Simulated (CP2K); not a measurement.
Consider fluorobenzene at its PBE geometry (Å).

```xyz
12

F     2.4831    1.0927    0.1289
C     1.2307    0.5401    0.0628
C     0.1283    1.3885    0.0410
C    -1.1473    0.8188   -0.0262
C    -1.3007   -0.5709   -0.0705
C    -0.1731   -1.3976   -0.0438
C     1.1111   -0.8461    0.0236
H     0.2759    2.4666    0.0783
H    -2.0238    1.4663   -0.0414
H    -2.2971   -1.0077   -0.1254
H    -0.2901   -2.4809   -0.0740
H     2.0031   -1.4698    0.0466
```

Method: CP2K XAS_TDP, all-electron GAPW, PBEh(45%), aug-cc-pVDZ, TDA, GW2X-corrected core level, no relativity.

Question: Predict the bright core excitations at the F K edge.

Leading lines: F1 689.81 eV. The leading line of an atom is its first one with 35 % of the strongest within 2.5 eV of its lowest line over the strength cut. Core ionisation energies at this level: F1 692.31 eV.

The first six lines of each atom with a strength over 0.0015:

```csv
atom,energy (eV),states,"strength, one atom",above the computed threshold
F1 (bonded to C),689.61,1,0.0070,
,689.81,1,0.0294,
,690.84,1,0.0040,
,691.74,1,0.0033,
,692.33,1,0.0029,yes
,692.44,1,0.0020,yes
```

Lines are vertical, at one geometry, with no vibrational structure. GW2X ionisation energies and lines can be off by 1 to 2 eV either way, and a good line position may hide errors that cancel. These values hold no scalar relativity, about 0.7 eV for F 1s. Rydberg lines, and the discretised continuum above threshold, depend on the basis and the box.

[Banner, clock and machine lines of the logs are left out without a mark of their own.]

[Logs are printed without paths, hosts, clocks, repeated set-up lines and the standing remarks that a program may print on its own settings, such as how far it seeks lower states.]

[Hosts, paths, dates, database ids (printed as entryN), source tags and the programs' standing remarks are cut or masked in the printed files.]
